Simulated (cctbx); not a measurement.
**Which space group?**

Cell: a = 3.7270 Å, b = 3.7270 Å, c = 6.2470 Å, α = 90.00°, β = 90.00°, γ = 90.00°. Expected content of the cell: Tl1 Ga2 Fe1 N2.

The data are simulated with cctbx, not measured: Mo Kα, λ = 0.71073 Å, to d = 0.6 Å, 70 % of the full sphere, strongest reflection 20000 counts, noise from counting, a 6 % proportional error and a noise floor of 15 counts (s.d.); no absorption.

Tests on the unmerged data give:

```text
1164 reflections to d = 0.601 A
centring   violations  <I/sigma> of those
    A        561 of   561     14.2
    B        580 of   580     14.2
    C        587 of   587     13.8
    I        594 of   594     14.2
    R        768 of   768     14.2
    F        864 of   864     14.1
Laue class    unique    Rint  (classes that these axes allow; Friedel mates merged)
P -1              769   0.062
P 1 2/m 1         460   0.062
P 1 1 2/m         444   0.063
P 2/m 1 1         461   0.062
P m m m           279   0.066
P 4/m             232   0.067
P 4/m m m         162   0.068
space group    extra absences  I>4sigma  <I/sigma>
P 4 2 2                 0          0         -  acentric
P 4 m m                 0          0         -  acentric
P -4 2 m                0          0         -  acentric
P -4 m 2                0          0         -  acentric
P 4/m m m               0          0         -  centric
Wilson B = 0.78 A^2   <|E^2-1|> = 0.557 (0.968 centric, 0.736 acentric)   E^2>4: 0.0 %
shell (A)         n   <I/sigma>
 6.25 - 1.20     27     26.6
 1.20 - 0.95     21     27.7
 0.95 - 0.83     22     29.9
 0.83 - 0.76     16     32.6
 0.76 - 0.70     20     30.2
 0.70 - 0.66     18     28.9
 0.66 - 0.63     17     30.3
 0.63 - 0.60     21     26.6
```

Q: Read the symmetry from these tables.

Every centring test has many violations, so the lattice is primitive.

Rint stays low (0.062 to 0.068) up to P 4/m m m, the highest class in these axes.

5 settings pass the absence test. No glide or screw absences show, which leaves P 4 2 2, P 4 m m, P -4 2 m, P -4 m 2 and P 4/m m m.

⟨|E²−1|⟩ = 0.557 leans to a non-centrosymmetric structure, or to twinning, which lowers it. The Wilson B of 0.78 Å² means U ≈ 0.0099 Å².

The true group is P-4m2 (no. 115), Laue class 4/mmm, non-centrosymmetric. The tables only narrow the choice to the tied entries; cell content, site symmetry and trial solutions must settle it.

This is a model crystal, built by substitution and not relaxed, with assumed displacement parameters.

[Logs are printed without paths, hosts, clocks, repeated set-up lines and the standing remarks that a program may print on its own settings, such as how far it seeks lower states.]
